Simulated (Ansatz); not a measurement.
# MnCuPd, from a guessed structure to a relaxed one, part 2 of 2

Starting from a made-up structure for MnCuPd, the aim is the relaxed cell, its shortest contacts and, where a second run follows, its electronic structure.

Ansatz 0.2.0; DFT, PBEsol, plane-wave PAW, files of the set soft_1, scalar-relativistic, ferromagnetic start, cell and ions relaxed at zero pressure; PAW set soft_1 (the session's first sound run).

So far: Set-up; Relaxing cell and atoms. The relaxed cell has a = 2.695, c = 6.291 Å (conventional setting).

### 3. Electronic structure of the relaxed cell

A second self-consistent run takes a narrower smearing and the mesh shown in its input; the bands follow along the standard path of the relaxed lattice.

This step: DFT, PBEsol, plane-wave PAW, files of the set soft_1, scalar-relativistic, ferromagnetic start, bands and density of states at the relaxed cell; PAW set soft_1 (Ansatz 0.2.0).

Input file input.yaml:

```yaml
crystal:
  lattice:
    - [2.6949783415, 0.0, 0.0]
    - [-1.3474891707, 2.3339197064, 0.0]
    - [0.0, 0.0, 6.2914056723]
  atoms:
    - { symbol: Pd, position: [0.0, 0.0, 0.3314500468] }
    - { symbol: Cu, position: [0.3333333333, 0.6666666667, 0.9907752645] }
    - { symbol: Mn, position: [0.6666666667, 0.3333333333, 0.6708746888], spin: 3.2 }
magnetization:
  spin_polarized: true
kpoints:
  mp_grid: { grid: [14, 14, 6] }
  band_path:
    path:
      - [[0.0, 0.0, 0.0], [0.5, 0.0, 0.0], [0.33333333, 0.33333333, 0.0], [0.0, 0.0, 0.0], [0.0, 0.0, 0.5], [0.5, 0.0, 0.5], [0.33333333, 0.33333333, 0.5], [0.0, 0.0, 0.5]]
      - [[0.5, 0.0, 0.5], [0.5, 0.0, 0.0]]
      - [[0.33333333, 0.33333333, 0.0], [0.33333333, 0.33333333, 0.5]]
    npoints: 8
scf:
  occupations: { method: fermi_dirac, width: 0.03 }
  n_extra_bands: 9
hamiltonian:
  xc: pbesol
  pseudopotentials: { kind: paw, azcp: { folder: soft_1 }, xc_functional: pbe }
output:
  forces: true
  stress: true
  write_bands: true
  dos: { projected: true }
  write_density: true
  write_potential: true
  elf: true
  volumetric_format: npy
```

Command:

```
$ ansatz run input.yaml --threads 4 --pin off --max-ram 8192MiB --backend cpu --events-out ev --progress --plain --runs-dir out
```

Numbers of over 12 decimals in the logs are rounded to 6 here.

The log of the run:

```text
[...]
Crystal: 3 atoms, lattice volume = 39.572 Å³
Basis set: ecut = 420 eV, 795 PW (Γ), exchange–correlation on 40×40×90 points (8 copies of the dense FFT grid, shifted against one another)
Bands: 35, of which v1, the nominal top of the filled ones, is band 26 counted from 1 (25 counted from 0)
Symmetry: 6 space group operations
[...]
k-points: 128 of 1176 (time reversal used)
[...]
Starting moments: Σ|m| = 3.2 μB on 1 of 3 sites
[...]
SCF iter   1: F=—  HF=-17368.188972 eV  |F-HF|=—  |Δ(HF+E_count)|=         —  Δρ=1.65e-1 (↑1.40e-1 ↓1.65e-1)  dr2=5.92e1  dr2_m=1.30e0  M=1.899 μB ∫|m|=2.103 μB  β_m=0.30  ethr=3.10e-3  ⟨swp⟩=5.1  Hψ=31403  notcnv=0
[...]
SCF iter  13: F=-17363.921849 eV  HF=-17363.921850 eV  |F-HF|=1.22e-7  |Δ(HF+E_count)|=   1.71e-8  Δρ=9.77e-6 (↑7.91e-6 ↓9.77e-6)  dr2=7.67e-8  dr2_m=5.56e-10  M=3.703 μB ∫|m|=3.822 μB  ethr=1.92e-10  ⟨swp⟩=10.7  Hψ=58468  notcnv=0
SCF 1 converged in 13 iterations: F = -17363.921849 eV  dr2 = 7.67e-8
[...]
NSCF: frozen V_eff on 75 k-points
SCF converged after 13 iterations
Magnetization: 3.7025 μB (27.8513 up, 24.1487 down)
Absolute magnetization: 3.8259 μB (∫|ρ↑−ρ↓|, with the PAW one-centre terms)
[...]
Per-site moments (μB) at R_I (Å): [(0.196226, 1.089902), (0.105594, 1.049375), (3.236901, 1.049375)]
Free energy (F): -17363.921849 eV
[...]
Internal energy: -17363.915638 eV  (E = F + TS)
E sigma→0 (E₀):  -17363.918744 eV
Entropy (-TS):   -0.006212 eV (-2.071 meV/atom)
Fermi energy:    17.637040 eV
[...]
--- Forces (eV/Å), atoms counted from 1 ---
  atom   1  Pd    -0.00000000    -0.00000000    -0.00408862
  atom   2  Cu     0.00000000     0.00000000     0.01120833
  atom   3  Mn    -0.00000000    -0.00000000    -0.00713574
  max |Σ_I F_I| component: 1.60e-5 eV/Å
--- Stress (GPa, compression-positive) ---
        0.180666       0.000000       0.000000
        0.000000       0.180666      -0.000000
       -0.000000      -0.000000      -0.069719
  P = ⅓ Tr σ = 0.0972 GPa (0.972 kbar)
--- Band table (eV; the first three rows and the last of 256) ---
  k-point 0 ↑: bands = [... 22 lower, 15.0945, 15.6673, 15.8836, 15.8836, 16.3678, 16.3678, 16.9653, 16.9653, ... 5 higher]
  k-point 1 ↑: bands = [... 22 lower, 15.1662, 15.8164, 15.8164, 16.2352, 16.3286, 16.3286, 17.0337, 17.0337, ... 5 higher]
  k-point 2 ↑: bands = [... 22 lower, 15.1891, 15.6767, 15.6767, 16.2715, 16.2715, 17.1442, 17.1442, 17.2333, ... 5 higher]
  k-point 127 ↓: bands = [... 22 lower, 17.5580, 17.8447, 18.5936, 18.7720, 19.6197, 21.5751, 22.3843, 23.4666, ... 5 higher]
```

The job ended after 8.9 s (4 threads of INTEL XEON PLATINUM 8581C at 2.30GHz (Emerald Rapids), shared host; peak memory 0.6 GiB; 33 s of CPU time).

In the SCF lines HF is the Harris–Foulkes energy and dr2 the Hartree energy of the density residual, in eV; the loop may stop once dr2 is under the threshold and the program's other checks hold. Hψ counts applications of the Hamiltonian.

This step gave:

* free energy: -17363.9218 eV
* energy at zero smearing: -17363.9187 eV
* smearing term TS: 0.006212 eV
* Fermi energy: 17.64 eV
* magnetization: 3.703 μB
* absolute magnetization: 3.826 μB
* site moments: 0.1962, 0.1056, 3.237 μB
* pressure: 0.09720 GPa

bands.tsv at the labelled points (eV, zero at the Fermi level; the bands that come nearest the Fermi level along the path):

```tsv
point	band_25_up	band_26_up	band_27_up	band_28_up	band_29_up	band_22_dn	band_23_dn	band_24_dn
Γ	-1.75	-1.27	-1.27	-0.67	-0.67	-2.14	-1.22	-1.22
M	-0.20	-0.03	1.22	1.79	2.31	-0.64	-0.01	0.52
K	-0.92	-0.71	3.88	3.88	3.91	-0.09	0.53	0.70
Γ	-1.75	-1.27	-1.27	-0.67	-0.67	-2.14	-1.22	-1.22
A	-1.39	-1.39	-0.45	-0.45	0.10	-1.34	-1.34	-0.35
L	-0.46	-0.20	-0.07	1.80	2.66	-0.28	-0.01	0.17
H	-0.58	-0.48	3.73	4.02	4.75	-0.04	0.25	0.93
A	-1.39	-1.39	-0.45	-0.45	0.10	-1.34	-1.34	-0.35
L	-0.46	-0.20	-0.07	1.80	2.66	-0.28	-0.01	0.17
M	-0.20	-0.03	1.22	1.79	2.31	-0.64	-0.01	0.52
K	-0.92	-0.71	3.88	3.88	3.91	-0.09	0.53	0.70
H	-0.58	-0.48	3.73	4.02	4.75	-0.04	0.25	0.93
```

Spin density in the ac plane at fractional y = 0.000, with atoms of Pd within 0.2 Å of it.

Ten even steps from '0' (-0.02 e/Å³) to '9' (0.31 e/Å³), each cell a mean:
```
00000000000000
00000000000000
00000000000000
00000111110000
00011222221100
01112344432111
11124577754211
11124689864211
01123689863211
00012355532100
00001223221000
00000111110000
11000000000001
53100000000013
75321000001235
65431000001345
44321000001234
43211000001123
22110000000112
11100000000011
00000000000000
00000000000000
00000000000000
00000000000000
```
Columns run along a (2.7 Å), rows up along c (6.3 Å). Atoms in or near the plane, at fractional coordinates: Pd at (0.00, 0.33).

Valence density in the ac plane at fractional y = 0.000, with atoms of Pd within 0.2 Å of it. It is the smooth field of the valence electrons, not physical close to the nuclei.

Ten steps, logarithmic in the rise over the least value, from '_' (0 e/Å³) to '@' (17 e/Å³), each cell a mean:
```
______....::------::....____
________..::::::::::..______
________..............______
__________..........________
__________..........________
________....::::::....______
______....::------::....____
______..::----==----::..____
______....::------::....____
____........::::::........__
............................
::::::......______......::::
++++==--::....__....::--==++
####**++--::......::--++**##
@@@@%%**==::......::==**%%@@
@@@@@@##++--::..::--++##@@@@
@@@@%%##++--......--++##%%@@
%%%%##**==::......::==**##%%
++++==--::..______..::--==++
----::::..__________..::::--
........______________......
________..............______
______....::::--::::....____
______..::::------::....____
```
Columns run along a (2.7 Å), rows up along c (6.3 Å). Atoms in or near the plane, at fractional coordinates: Pd at (0.00, 0.33).

Electrostatic potential energy in the ac plane at fractional y = 0.000, with atoms of Pd within 0.2 Å of it. With pseudopotentials it is smooth inside the atoms' cores, unlike the true potential.

Ten even steps from '_' (-45 eV) to '@' (20 eV), each cell a mean:
```
@@@@@@@@%%##******##%%@@@@@@
@@@@@@@@@@%%%%##%%%%@@@@@@@@
@@@@@@@@@@@@@@%%@@@@@@@@@@@@
@@@@@@@@@@@@@@@@@@@@@@@@@@@@
@@@@@@@@@@@@@@@@@@@@@@@@@@@@
@@@@@@@@@@%%%%%%%%%%@@@@@@@@
@@@@@@@@%%##******##%%@@@@@@
@@@@@@@@%%##++++++##%%@@@@@@
@@@@@@@@%%##******##%%@@@@@@
@@@@@@@@@@%%%%##%%%%@@@@@@@@
@@@@@@@@@@@@@@@@@@@@@@@@@@@@
%%@@@@@@@@@@@@@@@@@@@@@@@@@@
++++**%%@@@@@@@@@@@@@@%%**++
::::--++##@@@@@@@@@@##++--::
____..--++%%@@@@@@%%++--..__
______::==##@@@@@@##==::____
______::++%%@@@@@@%%++::____
....::==**%%@@@@@@%%**==::..
==++**##%%@@@@@@@@@@%%##**++
%%%%%%@@@@@@@@@@@@@@@@@@%%%%
@@@@@@@@@@@@@@@@@@@@@@@@@@@@
@@@@@@@@@@@@%%%%%%@@@@@@@@@@
@@@@@@@@@@%%######%%@@@@@@@@
@@@@@@@@%%##******##%%@@@@@@
```
Columns run along a (2.7 Å; values clipped at the 3rd and 97th percentile), rows up along c (6.3 Å). Atoms in or near the plane, at fractional coordinates: Pd at (0.00, 0.33).

### 4. Summary of results

```yaml
space_group_relaxed: P3m1
conventional_cell: a = 2.695, b = 2.695, c = 6.291 Å; α = 90.0°, β = 90.0°, γ = 120.0°
volume_per_atom: 13.19 Å³ (guess 12.77)
total_moment: 3.68 μB in the cell of 3 atoms
```

MnCuPd relaxes to P3m1 with a = 2.695, b = 2.695 and c = 6.291 Å. The guessed volume was 3 % too small. The space group P3m1 was held in the relaxation, so the end point is a stationary structure within it and may be a saddle against distortions or other arrangements. The input starts from parallel moments, and no other start was typed. Bands cross the Fermi level, so it is a metal or semimetal at this level. On the 14×14×6 mesh with the narrower smearing (relaxed on 12×12×4) the largest force component is 0.011 eV/Å and the largest stress component is 0.181 GPa, against the relaxation's thresholds of 0.015 eV/Å and 0.05 GPa. The cutoff wasn't tested. No dispersion term is used, so weakly bound directions may come out too long. Nothing here tests whether the compound is stable against decomposition.

[Logs are printed without paths, hosts, clocks, repeated set-up lines and the standing remarks that a program may print on its own settings, such as how far it seeks lower states.]

[Hosts, paths, dates, database ids (printed as entryN), source tags and the programs' standing remarks are cut or masked in the printed files.]
